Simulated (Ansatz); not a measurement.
**Quasiparticle gap of LaGaO3 (R-3c)**

How far does one-shot GW move the r2SCAN gap of LaGaO3 (R-3c)?

Calculated with Ansatz 0.2.0; r2SCAN, then G0W0 on it, plane waves, PAW.

### Step 1. Starting point

The structure is trigonal, space group R-3c (No. 167). The conventional cell has a = 5.543 Å, b = 5.543 Å, c = 13.433 Å, α = 90.00°, β = 90.00°, γ = 120.00°. Nearest to La lie 12 O at 2.47 to 3.08 Å. Nearest to Ga lie 6 O at 1.98 Å. Nearest to O lie 2 Ga at 1.98 Å and 4 La at 2.47 to 3.08 Å. Farther neighbours and most contacts between anions are not listed.

The cell and positions come from the Crystallography Open Database and are kept as given unless a step says otherwise. Spin-orbit coupling is left out unless a step names it.

The logs state that the PAW files were generated under PBE.

### Step 2. Bands along the symmetry lines

Levels along a band path and on the mesh show where this functional puts the band edges.

This step: DFT, r2SCAN, plane waves, PAW; PAW set soft_1.

input.yaml

```yaml
crystal:
  lattice:
    - [2.77145, 1.6000974035, 4.4776]
    - [-2.77145, 1.6000974035, 4.4776]
    - [0.0, -3.2001948071, 4.4776]
  atoms:
    - { symbol: La, position: [0.25, 0.25, 0.25] }
    - { symbol: La, position: [0.75, 0.75, 0.75] }
    - { symbol: Ga, position: [0.0, 0.0, 0.0] }
    - { symbol: Ga, position: [0.5, 0.5, 0.5] }
    - { symbol: O, position: [0.8048, 0.6952, 0.25] }
    - { symbol: O, position: [0.25, 0.8048, 0.6952] }
    - { symbol: O, position: [0.6952, 0.25, 0.8048] }
    - { symbol: O, position: [0.1952, 0.3048, 0.75] }
    - { symbol: O, position: [0.75, 0.1952, 0.3048] }
    - { symbol: O, position: [0.3048, 0.75, 0.1952] }
kpoints:
  mp_grid: { grid: [6, 6, 6] }
  band_path:
    path:
      - [[0.0, 0.0, 0.0], [0.5, 0.5, 0.5], [0.74819777, 0.25180223, 0.5]]
      - [[0.5, -0.25180223, 0.25180223], [0.5, 0.0, 0.0], [0.0, 0.0, 0.0], [0.37590111, -0.37590111, 0.0]]
      - [[0.62409889, 0.0, 0.37590111], [0.5, 0.0, 0.5], [0.0, 0.0, 0.0]]
    npoints: 10
hamiltonian:
  xc: r2scan
  pseudopotentials: { kind: paw, azcp: { folder: soft_1 } }
scf:
  occupations: { method: fermi_dirac, width: 0.02 }
  n_extra_bands: 7
output:
  eigenvalues: true
  write_density: true
  write_potential: true
  elf: true
  volumetric_format: npy
```

Launch:

```bash
> ansatz run input.yaml --threads 4 --pin off --max-ram 138240MiB --backend cuda --events-out ev --progress --plain --runs-dir out --devices 1 --max-vram 26GiB
```

Numbers of over 12 decimals in the logs are rounded to 6 here.

The log of the run:

```text
scf.n_extra_bands = 7 over 42 filled bands (N_el = 84.0): the run solves 49 bands
GPUs: using 1 of 1 available (devices: 1).
Engine: ansatz 0.2.0, x86_64-unknown-linux-gnu
Pseudopotentials: kind: paw
Pseudopotential: La, paw, valence charge 11, recommended cutoff 500 eV (meta_gga), soft_1/La.paw.azcp
Pseudopotential: Ga, paw, valence charge 13, recommended cutoff 500 eV (meta_gga), soft_1/Ga.paw.azcp
Pseudopotential: O, paw, valence charge 6, recommended cutoff 500 eV (meta_gga), soft_1/O.paw.azcp
Functional definition: r2SCAN
  parameter k0 = 0.174
  parameter k1 = 0.065
  parameter a1 = 4.9479
  exchange = r2scan_x(k0 = k0, k1 = k1, a1 = a1)
  correlation = r2scan_c
device memory: the entry about to start is reckoned to put 3.8 GiB on a device that reports 73.8 GiB free (of which the cap on the GPU budget leaves the run 26.0 GiB)
GPU FFT provider: cuFFT
GPU libraries: cuBLAS 13.8.2, cuFFT 12.4.0, cuSOLVER 12.3.4
Crystal: 10 atoms, lattice volume = 119.138 Å³
Basis set: ecut = 500 eV, 3035 PW (Γ), exchange–correlation on 180×180×180 points (64 copies of the dense FFT grid, shifted against one another)
Bands: 49, of which v1, the nominal top of the filled ones, is band 42 counted from 1 (41 counted from 0)
Symmetry: 12 space group operations
Space group: R-3c (ITA 167), of the structure as read, at distance tolerance 4.9e-5 Å
k-points: 32 of 216
Non-local potential: La, projectors of the file, l = 0: 3, l = 1: 2, l = 2: 2, l = 3: 3
Non-local potential: Ga, projectors of the file, l = 0: 2, l = 1: 2, l = 2: 3, l = 3: 1
Non-local potential: O, projectors of the file, l = 0: 2, l = 1: 2, l = 2: 1
PAW form: soft (Blöchl's): semilocal exchange-correlation on the pseudo side does not see the compensation charge
PAW frozen core: La, regenerated for the run's functional (the file was generated under x = pbe(κ = 0.804, μ = 0.219515), c = pbe(β = 0.066725))
PAW frozen core: Ga, regenerated for the run's functional (the file was generated under x = pbe(κ = 0.804, μ = 0.219515), c = pbe(β = 0.066725))
PAW frozen core: O, regenerated for the run's functional (the file was generated under x = pbe(κ = 0.804, μ = 0.219515), c = pbe(β = 0.066725))
PAW one-centre angular grid: La, 974 points (default); XC on 160 Gauss nodes
PAW one-centre angular grid: Ga, 590 points (default); XC on 160 Gauss nodes
PAW one-centre angular grid: O, 302 points (default); XC on 160 Gauss nodes
Initial density: superposition of atomic densities (chi_scale 0.1, normalization cell, long waves kept (reshape's long-wave potential 0.00 eV rms))
Initial wavefunctions: pseudopotential atomic-orbital guess
GPU buffer pool allocated for 91125 grid points (all kernels)
GPU transforms: local potential and band sums: pruned to the plane-wave sphere, on 45×45×45
Functional: x = r2scan, c = r2scan; τ floored in thin density (d = 2e-4 eV/Å³)
SCF iter   1: F=—  HF=-23535.242332 eV  |F-HF|=—  |Δ(HF+E_count)|=         —  Δρ=7.99e-2  dr2=3.48e0  dr2_τ=3.16e-1  ethr=3.10e-3  ⟨swp⟩=5.2  Hψ=6084  notcnv=0
preconditioner: auto → Resta (q_TF=auto, 2.574 Å⁻¹)  ε∞=6.2  [insulator: Δε(μ)=4.012 eV  Ē_g=13.355 eV  σ=0.020 eV  W_gap=1.00  n_scr=26 (ndim 8)  ℏωp=30.4 eV  f_vac=0.000  D(μ)=0.00/eV (n_scr^D=0)  ε∞_Penn≈6.2]
SCF iter   2: F=—  HF=-23535.734377 eV  |F-HF|=—  |Δ(HF+E_count)|=   4.92e-1  Δρ=4.30e-2  dr2=1.17e0  dr2_τ=2.68e-2  ethr=3.10e-3  ⟨swp⟩=3.2  Hψ=3053  notcnv=0
SCF iter   3: F=—  HF=-23535.890607 eV  |F-HF|=—  |Δ(HF+E_count)|=   1.56e-1  Δρ=1.48e-2  dr2=1.60e-1  dr2_τ=2.32e-2  ethr=1.39e-3  ⟨swp⟩=4.9  Hψ=7235  notcnv=0
SCF iter   4: F=—  HF=-23535.810245 eV  |F-HF|=—  |Δ(HF+E_count)|=   8.04e-2  Δρ=3.41e-3  dr2=8.79e-3  dr2_τ=6.22e-4  ethr=1.90e-4  ⟨swp⟩=4.4  Hψ=3338  notcnv=0  defer=2
SCF iter   5: F=—  HF=-23535.814641 eV  |F-HF|=—  |Δ(HF+E_count)|=   4.40e-3  Δρ=1.19e-3  dr2=1.52e-3  dr2_τ=1.26e-4  ethr=1.05e-5  ⟨swp⟩=4.6  Hψ=3670  notcnv=0
SCF iter   6: F=—  HF=-23535.814379 eV  |F-HF|=—  |Δ(HF+E_count)|=   2.63e-4  Δρ=4.44e-4  dr2=1.52e-4  dr2_τ=2.03e-5  ethr=1.81e-6  ⟨swp⟩=2.8  Hψ=3144  notcnv=0
SCF iter   7: F=—  HF=-23535.814322 eV  |F-HF|=—  |Δ(HF+E_count)|=   5.62e-5  Δρ=9.61e-5  dr2=7.56e-6  dr2_τ=5.86e-7  ethr=1.81e-7  ⟨swp⟩=2.0  Hψ=2842  notcnv=0
SCF iter   8: F=—  HF=-23535.814502 eV  |F-HF|=—  |Δ(HF+E_count)|=   1.80e-4  Δρ=2.93e-5  dr2=1.16e-6  dr2_τ=5.31e-8  ethr=9.00e-9  ⟨swp⟩=2.0  Hψ=2912  notcnv=0
SCF iter   9: F=-23535.814502 eV  HF=-23535.814502 eV  |F-HF|=2.02e-9  |Δ(HF+E_count)|=   1.23e-7  Δρ=5.07e-6  dr2=1.78e-8  dr2_τ=1.84e-9  ethr=1.19e-10  ⟨swp⟩=7.2  Hψ=6607  notcnv=0
SCF 1 converged in 9 iterations: F = -23535.814502 eV  dr2 = 1.78e-8
  greatest PAW one-centre occupation: 0.996 electrons in one spin orbital (limit 2), on the Ga atom at site 3 (counted from 0), in its partial waves of l = 2
device memory: the entry about to start is reckoned to put 6.6 GiB on a device that reports 74.4 GiB free (of which the cap on the GPU budget leaves the run 26.0 GiB)
NSCF: frozen V_eff on 73 k-points, pencils in batches of 32, up to order 216
SCF converged after 9 iterations
Free energy (F): -23535.814502 eV
Harris-Foulkes:  -23535.814502 eV  (|F-HF|=2.02e-9)
Internal energy: -23535.814502 eV  (E = F + TS)
E sigma→0 (E₀):  -23535.814502 eV
Fermi energy:    12.952748 eV
--- Per-component energies (eV) ---
  E_band       = 62.116702
  E_kinetic    = 1618.679902
  E_local      = -4877.944775  (includes V_loc(G=0)·N_el)
  E_nonlocal   = 315.069888
  E_hartree    = 2646.576456
  E_xc         = -814.093991
  E_vxc        = -1046.631931  (∫ρ·V_xc dr)
  E_paw        = -15902.317973  (= ΣΔE_a)
  E_vpaw       = -1300.537568  (= ΣTr[D̂ρ^β])
  E_aug_tail   = 0.001675  (compensation charges beyond the density's cutoff)
  E_vtau       = 60.323951  (kinetic-family band-sum trace: ∫τ·v_τ [+ j·A + Jᵃ·Aᵃ] dr)
  E_ewald      = -6520.424351
  E_core_change = -1.361331  (= ΣΔE_core)
  E_smearing   = -0.000000  (= −TS)
  E_closure    = -0.000000  (closes the sum)
  Σ components = -23535.814502   (vs F -23535.814502, Δ=0.00e0)
--- Band table (eV; the first three rows and the last of 32) ---
  k-point 0: bands = [... 38 lower, 10.4489, 10.5682, 10.5682, 10.5936, 15.1162, 15.4769, 15.4769, 15.9033, ... 3 higher]
  k-point 1: bands = [... 38 lower, 10.3929, 10.4505, 10.5163, 10.5710, 15.5053, 15.5718, 15.6027, 15.8833, ... 3 higher]
  k-point 2: bands = [... 38 lower, 10.3365, 10.3658, 10.5685, 10.5751, 15.7500, 15.7670, 15.8591, 15.8618, ... 3 higher]
  k-point 31: bands = [... 38 lower, 10.2096, 10.2096, 10.2096, 10.2096, 15.9056, 15.9056, 15.9056, 15.9056, ... 3 higher]
```

Wall time 11 s (1 × NVIDIA H100 80GB HBM3 (shared by 3 runs) with 4 threads of AMD EPYC 7R13 (Zen 3), shared host); peak memory 1.3 GiB; 6.1 s of CPU time.

This step gave:

* filled bands: 42
* gap: 4.376 eV
* valence top at: k = (0.338, -0.338, 0.000)
* conduction bottom at: Γ
* least direct gap: 4.523 eV

Over mesh and path the gap is 4.376 eV, from k = (0.338, -0.338, 0.000) to k = Γ. The least direct gap found is 4.523 eV, at k = Γ.

The electronic bands at the labelled points (eV, zero at the top of the highest nominally filled band):

| point | band 39 | band 40 | band 41 | band 42 | band 43 | band 44 | band 45 | band 46 |
| --- | --- | --- | --- | --- | --- | --- | --- | --- |
| Γ | -0.29 | -0.17 | -0.17 | -0.15 | 4.38 | 4.74 | 4.74 | 5.16 |
| halfway | -0.58 | -0.57 | -0.37 | -0.37 | 4.97 | 4.97 | 5.17 | 5.17 |
| T | -0.53 | -0.53 | -0.53 | -0.53 | 5.17 | 5.17 | 5.17 | 5.17 |
| halfway | -0.84 | -0.84 | -0.39 | -0.39 | 5.11 | 5.11 | 5.17 | 5.17 |
| H2 | -0.66 | -0.66 | -0.43 | -0.43 | 5.10 | 5.10 | 5.17 | 5.17 |
| jump to H0 | -0.66 | -0.66 | -0.43 | -0.43 | 5.10 | 5.10 | 5.17 | 5.17 |
| halfway | -0.83 | -0.83 | -0.18 | -0.18 | 5.09 | 5.09 | 5.13 | 5.13 |
| L | -0.41 | -0.41 | -0.15 | -0.15 | 5.07 | 5.07 | 5.11 | 5.11 |
| halfway | -0.41 | -0.33 | -0.20 | -0.17 | 4.94 | 4.95 | 5.08 | 5.13 |
| Γ | -0.29 | -0.17 | -0.17 | -0.15 | 4.38 | 4.74 | 4.74 | 5.16 |
| halfway | -0.59 | -0.43 | -0.36 | -0.09 | 5.00 | 5.01 | 5.14 | 5.16 |
| S0 | -0.84 | -0.78 | -0.67 | 0.00 | 5.07 | 5.09 | 5.13 | 5.22 |
| jump to S2 | -0.84 | -0.78 | -0.67 | 0.00 | 5.07 | 5.09 | 5.13 | 5.22 |
| halfway | -0.84 | -0.83 | -0.36 | -0.01 | 5.07 | 5.09 | 5.11 | 5.24 |
| F | -0.86 | -0.80 | -0.23 | -0.01 | 5.07 | 5.08 | 5.10 | 5.23 |
| halfway | -0.50 | -0.49 | -0.27 | -0.13 | 4.98 | 5.04 | 5.12 | 5.13 |
| Γ | -0.29 | -0.17 | -0.17 | -0.15 | 4.38 | 4.74 | 4.74 | 5.16 |

ELF in the ac plane of the conventional cell at fractional y = 0.000, with atoms of La and Ga and O within 0.2 Å of it. It is the smooth field of the valence electrons, not physical close to the nuclei.

Values, 24 rows by 15 columns, each cell a mean:
```
0.05 0.10 0.14 0.15 0.11 0.06 0.03 0.04 0.17 0.43 0.55 0.51 0.30 0.15 0.06
0.12 0.14 0.23 0.37 0.33 0.13 0.04 0.06 0.31 0.70 0.81 0.79 0.66 0.31 0.13
0.06 0.09 0.21 0.34 0.29 0.11 0.04 0.05 0.24 0.62 0.79 0.80 0.68 0.33 0.08
0.29 0.21 0.11 0.09 0.08 0.12 0.17 0.16 0.11 0.21 0.41 0.44 0.28 0.20 0.27
0.74 0.74 0.49 0.13 0.27 0.59 0.70 0.68 0.52 0.23 0.07 0.09 0.39 0.72 0.77
0.22 0.58 0.74 0.30 0.53 0.79 0.59 0.63 0.79 0.56 0.12 0.20 0.75 0.80 0.37
0.40 0.67 0.71 0.26 0.48 0.78 0.69 0.72 0.76 0.49 0.10 0.17 0.70 0.82 0.52
0.72 0.63 0.34 0.08 0.18 0.43 0.56 0.54 0.35 0.15 0.11 0.12 0.26 0.56 0.70
0.14 0.11 0.10 0.15 0.12 0.08 0.08 0.08 0.11 0.34 0.58 0.61 0.42 0.18 0.13
0.08 0.12 0.25 0.39 0.34 0.13 0.04 0.06 0.28 0.68 0.82 0.81 0.72 0.37 0.11
0.11 0.14 0.20 0.30 0.26 0.11 0.04 0.06 0.28 0.66 0.78 0.75 0.58 0.25 0.13
0.02 0.07 0.14 0.12 0.11 0.08 0.05 0.03 0.11 0.29 0.37 0.34 0.21 0.12 0.03
0.04 0.10 0.22 0.43 0.55 0.51 0.29 0.07 0.03 0.05 0.09 0.14 0.14 0.13 0.06
0.12 0.19 0.52 0.76 0.80 0.78 0.50 0.13 0.04 0.07 0.24 0.38 0.30 0.17 0.12
0.06 0.18 0.55 0.78 0.81 0.73 0.41 0.09 0.04 0.06 0.21 0.35 0.28 0.14 0.07
0.29 0.22 0.21 0.38 0.46 0.31 0.13 0.13 0.17 0.14 0.09 0.09 0.09 0.16 0.27
0.75 0.77 0.57 0.19 0.06 0.13 0.39 0.63 0.70 0.66 0.44 0.12 0.30 0.67 0.76
0.23 0.64 0.84 0.46 0.07 0.34 0.74 0.74 0.54 0.73 0.73 0.27 0.58 0.73 0.34
0.41 0.72 0.82 0.39 0.06 0.29 0.68 0.77 0.66 0.76 0.69 0.23 0.52 0.75 0.50
0.72 0.65 0.40 0.15 0.12 0.11 0.25 0.47 0.57 0.51 0.29 0.08 0.19 0.53 0.70
0.14 0.14 0.29 0.55 0.62 0.46 0.19 0.08 0.08 0.08 0.09 0.15 0.12 0.09 0.13
0.08 0.21 0.60 0.79 0.82 0.78 0.47 0.11 0.04 0.07 0.25 0.40 0.32 0.16 0.09
0.11 0.17 0.43 0.71 0.78 0.75 0.47 0.12 0.04 0.06 0.20 0.31 0.25 0.16 0.12
0.06 0.08 0.17 0.29 0.37 0.34 0.19 0.05 0.03 0.06 0.09 0.12 0.13 0.12 0.03
```
Columns run along a (5.5 Å), rows up along c (13.4 Å), edges of the conventional cell, whose origin can differ from the input's. Atoms in or near the plane, at fractional coordinates: La at (0.00, 0.25), La at (0.00, 0.75), Ga at (0.00, 0.00), Ga at (0.00, 0.50), O at (0.55, 0.25), O at (0.45, 0.75).

Electrostatic potential energy in the ac plane of the conventional cell at fractional y = 0.000, with atoms of La and Ga and O within 0.2 Å of it. With pseudopotentials it is smooth inside the atoms' cores, unlike the true potential.

Ten even steps from '_' (-26 eV) to '@' (19 eV), each cell a mean:
```
@@%%**%%@@@@%%%%%%@@%%%%####@@
**##%%%%@@%%%%%%%%%%====######
%%%%@@@@@@%%%%%%%%%%**++%%%%%%
####%%%%@@@@%%%%%%@@@@@@%%####
..::++##%%%%****%%@@@@%%**--..
==__::**%%--____==@@%%##==__::
::__::##%%==....**@@%%##==__..
::==**%%%%@@%%%%@@@@@@%%##++--
##%%%%@@@@@@%%%%%%@@%%%%%%%%%%
%%%%%%@@@@%%%%%%%%%%====##%%%%
##**##%%@@%%%%%%%%%%++++######
@@@@**%%@@@@%%%%%%@@@@%%##%%@@
@@%%**%%%%%%%%%%%%%%@@%%####@@
**####++--**%%%%%%%%@@@@%%####
%%%%%%**++##%%%%%%%%@@@@@@%%%%
####%%%%@@@@@@%%%%@@@@@@%%####
..::++##%%@@@@##**##%%%%**--..
==__::**%%@@##..__..**##==__::
::__::**%%@@%%--__::####==__..
::==**%%%%@@@@%%%%%%@@%%##++--
##%%%%%%%%@@%%%%%%%%@@@@%%%%%%
%%%%%%++--**%%%%%%%%@@@@@@%%%%
######**++##%%%%%%%%@@@@%%####
@@@@**%%@@@@%%%%%%@@@@%%##%%@@
```
Columns run along a (5.5 Å; values clipped at the 3rd and 97th percentile), rows up along c (13.4 Å), edges of the conventional cell, whose origin can differ from the input's. Atoms in or near the plane, at fractional coordinates: La at (0.00, 0.25), La at (0.00, 0.75), Ga at (0.00, 0.00), Ga at (0.00, 0.50), O at (0.55, 0.25), O at (0.45, 0.75).

[end of part 1 of 3]

[Paths, hosts, dates, memory and timing lines, banners, echoed tables and standing remarks are left out of the program output.]

[Logs are printed without paths, hosts, clocks, repeated set-up lines and the standing remarks that a program may print on its own settings, such as how far it seeks lower states.]

[Runs of the session that timed out or met a known fault of the program may be left out.]

[Cells called generated may have been cut or substituted from an entry of the Crystallography Open Database or the Materials Project.]

[Hosts, paths, dates, database ids (printed as entryN), source tags and the programs' standing remarks are cut or masked in the printed files.]

[Where an RPA ε∞ is given, it is that of the G0W0 mesh and is not shown converged in it. Names of k-points follow the symmetry that the program found, which can be lower than the space group named. Band edges on a path are those of the sampled points; other points can move an edge, and change direct to indirect where valleys lie close.]

[Hybrid gaps are those of their k-mesh and are not shown converged in it.]
